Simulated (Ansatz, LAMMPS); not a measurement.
# Convergence of a linear-scaling basis for glassy 55SiO2-45BaO (mol %) (107 atoms), part 3 of 3

Wanted: errors and times of a linear-scaling basis for glassy 55SiO2-45BaO (mol %) (107 atoms). A setting counts as converged where the r.m.s. difference of forces stays under 1 % of the r.m.s. force.

Ansatz 0.2.0; Kohn-Sham DFT, PBE, PAW (set soft_2), plane waves.

The cell: 23 Si, 19 Ba and 65 O. The quench rate of 100 K/ps is many orders above laboratory rates. The network of bonds at the start is that of the classical potential that made the cell. Sampling is at Γ alone, for a cell whose shortest periodic width is 12 Å. Spin–orbit coupling is left out.

So far. Step 7 (Support functions medium, spacing 0.325 Å): Forces differ from the reference by 14 meV/Å r.m.s., 1.2 % of their size, over a tolerance of 1 %; the energy by -12 meV/atom. It took roughly 2.6 times the reference's time (one timing each, with unlike analyses asked), in 16 cycles against 9. The setting is coarser than the default on purpose.

**10. Local order**

These statistics describe the geometry on which the runs were made.

Density 4.00 g/cm³, 16.66 Å³ an atom.

Pair distribution functions g(r), in bins of 0.2 Å:

| r (Å) | total | O-O | O-Si | O-Ba | Si-Si | Si-Ba | Ba-Ba |
| --- | --- | --- | --- | --- | --- | --- | --- |
| 1.50 | 1.78 | 0.00 | 6.85 | 0.00 | 0.00 | 0.00 | 0.00 |
| 1.70 | 2.62 | 0.00 | 10.01 | 0.00 | 0.00 | 0.00 | 0.00 |
| 1.90 | 0.00 | 0.00 | 0.00 | 0.00 | 0.00 | 0.00 | 0.00 |
| 2.10 | 0.00 | 0.00 | 0.00 | 0.00 | 0.00 | 0.00 | 0.00 |
| 2.30 | 0.00 | 0.00 | 0.00 | 0.00 | 0.00 | 0.00 | 0.00 |
| 2.50 | 0.93 | 2.35 | 0.00 | 0.26 | 0.00 | 0.00 | 0.00 |
| 2.70 | 2.28 | 4.26 | 0.00 | 3.27 | 0.00 | 0.00 | 0.00 |
| 2.90 | 0.86 | 0.24 | 0.00 | 3.58 | 0.00 | 0.00 | 0.00 |
| 3.10 | 0.76 | 0.48 | 0.24 | 1.34 | 5.04 | 0.00 | 0.00 |
| 3.30 | 0.72 | 0.73 | 0.39 | 0.84 | 2.28 | 0.74 | 0.00 |
| 3.50 | 1.11 | 0.98 | 1.04 | 0.75 | 0.00 | 4.12 | 0.00 |
| 3.70 | 1.09 | 0.93 | 1.27 | 0.54 | 0.19 | 3.31 | 1.15 |
| 3.90 | 1.02 | 0.66 | 1.38 | 0.60 | 0.52 | 2.87 | 1.30 |
| 4.10 | 1.08 | 0.68 | 2.00 | 0.54 | 0.63 | 1.26 | 1.86 |
| 4.30 | 1.03 | 0.71 | 1.45 | 0.84 | 1.14 | 0.80 | 2.99 |
| 4.50 | 0.95 | 1.06 | 0.71 | 0.99 | 0.92 | 0.73 | 1.95 |
| 4.70 | 1.16 | 1.19 | 0.94 | 1.61 | 0.85 | 0.45 | 1.80 |
| 4.90 | 0.94 | 1.10 | 0.63 | 1.31 | 0.66 | 0.47 | 0.67 |
| 5.10 | 1.09 | 1.27 | 0.78 | 1.35 | 1.03 | 0.69 | 0.61 |
| 5.30 | 0.90 | 1.07 | 0.82 | 0.95 | 0.86 | 0.59 | 0.28 |
| 5.50 | 0.95 | 1.15 | 0.89 | 0.82 | 0.97 | 0.70 | 0.65 |
| 5.70 | 0.85 | 0.81 | 0.82 | 0.92 | 1.48 | 0.50 | 0.96 |
| 5.90 | 0.94 | 0.99 | 1.08 | 0.77 | 0.86 | 0.79 | 0.90 |

Bonds by pair of elements; cutoffs follow the first minimum of g(r), held within bounds set by covalent radii, and pairs that aren't listed don't count as bonded:

| pair A-B | cutoff (Å) | bonds | mean length (Å) | spread (Å) | shortest (Å) | B about A | A about B |
| --- | --- | --- | --- | --- | --- | --- | --- |
| O-Si | 2.08 | 92 | 1.61 | 0.045 | 1.52 | 1.42 | 4 |
| O-Ba | 3.29 | 127 | 2.88 | 0.171 | 2.58 | 1.95 | 6.68 |

How many atoms have how many bonded neighbours:

| element | mean | 2 | 3 | 4 | 5 | 6 | 7 | 8 |
| --- | --- | --- | --- | --- | --- | --- | --- | --- |
| Ba | 6.68 | 0 | 0 | 0 | 3 | 5 | 6 | 5 |
| O | 3.37 | 9 | 24 | 31 | 1 | 0 | 0 | 0 |
| Si | 4 | 0 | 0 | 23 | 0 | 0 | 0 | 0 |

Oxygen atoms by the number of network formers (Si, P, Ge, B, Al, As, Ga) bound to them:

| network formers bound to O | O atoms | per cent |
| --- | --- | --- |
| 0 | 0 | 0 |
| 1 | 38 | 58.5 |
| 2 | 27 | 41.5 |

Network units: each former by its oxygen neighbours and how many of them bridge to another former:

| former | O neighbours | bridging O | atoms |
| --- | --- | --- | --- |
| Si | 4 | 1 | 5 |
| Si | 4 | 2 | 6 |
| Si | 4 | 3 | 11 |
| Si | 4 | 4 | 1 |

Rings of the network by King's shortest-path rule, up to 12 atoms, one path for each pair of neighbours; H, halogens, alkali and alkaline-earth atoms are left out:

| ring size (atoms) | rings | per network atom |
| --- | --- | --- |
| 8 | 1 | 0.011 |

First main peaks of g(r), for some of the pairs, lie near 2.6 Å (O-O), 1.6 Å (O-Si), 2.8 Å (O-Ba), 3.1 Å (Si-Si), 3.5 Å (Si-Ba) and 4.2 Å (Ba-Ba). With the cutoffs above, 32 % of Ba atoms have 7, 48 % of O atoms have 4 and all Si atoms have 4 bonded neighbours. 42 % of the oxygens bridge two formers and 58 % are non-bridging. The commonest Si unit has 4 oxygens, 3 of them shared with other formers (11 of 23 atoms). All rings counted have 8 atoms.

The surroundings of O44, which has 2 bonded neighbours where the commonest count for O is 4, nearest first, numbered as they follow in the input and with coordinates relative to it.

| atom | x | y | z | distance (Å) | bonds | Löwdin charge (e) | Fx | Fy | Fz (eV/Å) |
| --- | --- | --- | --- | --- | --- | --- | --- | --- | --- |
| O44 | 0.00 | 0.00 | 0.00 | 0.00 | 2 | -1.00 | -1.76 | -0.31 | -2.94 |
| Si5 | 0.51 | 0.29 | 1.42 | 1.54 | 4 | 1.61 | -0.92 | 0.07 | -0.30 |
| O72 | 0.67 | -1.20 | 2.14 | 2.55 | 3 | -0.87 | -0.14 | -0.22 | 1.69 |
| Ba31 | -2.20 | 0.58 | -1.22 | 2.58 | 7 | 1.87 | 0.85 | -0.19 | 0.63 |
| O43 | -0.75 | 1.06 | 2.23 | 2.58 | 2 | -0.84 | -0.58 | -0.84 | 0.99 |
| O78 | 1.82 | 1.08 | 1.57 | 2.64 | 3 | -1.01 | 3.04 | 1.47 | 0.98 |
| O93 | 0.43 | 1.88 | -2.15 | 2.89 | 3 | -0.80 | -0.88 | -0.34 | 0.82 |
| O104 | -0.71 | -2.88 | 0.70 | 3.05 | 2 | -0.82 | -0.20 | 0.30 | 0.27 |
| Si4 | 0.82 | 0.52 | -2.93 | 3.08 | 4 | 1.69 | 0.60 | 0.44 | -1.44 |
| O107 | 1.96 | -0.48 | -2.38 | 3.12 | 2 | -0.81 | -0.64 | -0.85 | 0.70 |
| Si19 | 0.67 | -2.72 | 1.54 | 3.20 | 4 | 1.64 | -1.71 | 0.39 | 0.60 |
| O99 | -0.53 | -0.33 | -3.27 | 3.33 | 3 | -0.86 | -0.34 | -0.94 | 1.49 |
| O85 | 1.93 | -3.00 | 0.70 | 3.64 | 4 | -1.03 | 2.88 | -0.97 | -1.78 |
| O75 | -3.07 | -2.02 | -0.24 | 3.69 | 3 | -0.84 | -0.03 | 0.87 | 0.48 |
| O84 | -0.07 | 3.70 | -0.23 | 3.70 | 2 | -0.81 | -0.85 | -0.49 | -0.27 |
| Si9 | -1.98 | -3.20 | -0.25 | 3.77 | 4 | 1.68 | 0.45 | -0.46 | 0.24 |
| Si21 | 0.62 | 3.38 | -1.65 | 3.81 | 4 | 1.76 | 0.67 | 1.15 | 0.21 |
| Si6 | -1.55 | 2.45 | 2.49 | 3.82 | 4 | 1.64 | 1.07 | 0.26 | -2.05 |

**11. Outcome**

| Item | Value |
| --- | --- |
| free energy per atom | -1539.1357 eV/atom |
| pressure | 4.024 GPa |
| r.m.s. force component | 1.158 eV/Å |
| gap (highest filled to lowest empty level) | 2.643 eV |
| wall time of the 5 DFT runs | 8.5 min |

What this shows: Against plane waves at 420 eV, the forces differ by 0.89 meV/Å (0.077 %) with support functions low. At 107 atoms the run with support functions low takes roughly 4.5 times the time of plane waves (whose run also made extra analyses), in 14 SCF cycles against 9. Differences between support functions and plane waves include what basis error the plane-wave run still has. As the typed spacing goes from 0.325 to 0.45 Å, the force difference goes from 14 to 2070 meV/Å, and the time from 1.9 min to 78 s.

Between filled and empty levels lie 2.64 eV (at Γ alone); a semilocal functional tends to put such gaps too low. In a disordered cell it changes from sample to sample, and tail or defect levels can set it. With the cutoffs above, 32 % of Ba atoms have 7, 48 % of O atoms have 4 and all Si atoms have 4 bonded neighbours. 42 % of the oxygens bridge two formers and 58 % are non-bridging.

Caveats: The geometry was minimised with a classical potential and isn't relaxed at this level: its force components are 1.2 eV/Å r.m.s. The pressure of 4.0 GPa belongs to unrelaxed atoms and would change as they relax.

[Hosts, paths, dates, database ids (printed as entryN), source tags and the programs' standing remarks are cut or masked in the printed files.]
